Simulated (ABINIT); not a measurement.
An input for ABINIT 10.8.3 (CdF2 (Fm-3m)):

```
acell 3*1.0 Angstrom
rprim 
  0.000000000000 2.694000000000 2.694000000000
  2.694000000000 0.000000000000 2.694000000000
  2.694000000000 2.694000000000 -0.000000000000
ntypat 2
znucl 48 9
natom 3
typat 1 2 2
xred 
  0.000000000000 0.000000000000 0.000000000000
  0.250000000000 0.250000000000 0.250000000000
  0.750000000000 0.750000000000 0.750000000000
pp_dirpath "pseudos"
pseudos "Cd.upf, F.upf"
ecut 47
ngkpt 4 4 4
nshiftk 1
shiftk 0 0 0
kptopt 1
chksymbreak 0
istwfk *1
occopt 1
irdwfk 1
optdriver 3
nband 133
ecuteps 7
inclvkb 2
awtr 1
symchi 1
gwcalctyp 2
nfreqre 6
freqremax 40 eV
nfreqim 3
spmeth 1
nomegasf 120
indata_prefix "in"
outdata_prefix "out"
tmpdata_prefix "tmp"
```

```sh
OMP_NUM_THREADS=1 mpirun -n 8 abinit run.abi > log
```

**Question.** How long will it take on 8 MPI ranks of AMD EPYC 9R45, shared host, and how much memory?

It took 35 s; on shared hardware allow 17 s to 70 s. Peak host memory was 2.6 GiB.

[Paths, hosts, dates, memory and timing lines, banners, echoed tables and standing remarks are left out of the program output.]

[Logs are printed without paths, hosts, clocks, repeated set-up lines and the standing remarks that a program may print on its own settings, such as how far it seeks lower states.]

[Runs of the session that timed out or met a known fault of the program may be left out.]

[Hosts, paths, dates, database ids (printed as entryN), source tags and the programs' standing remarks are cut or masked in the printed files.]

[G0W0 gaps are taken among the corrected bands and points alone; a level outside them can change the order at an edge.]

[Where Ansatz stands beside ABINIT at settings called matched, ABINIT's density can come from a denser mesh and the files from another edition; pairs whose starting gaps differed by over 0.03 eV were left out, so agreement reads better than it is.]
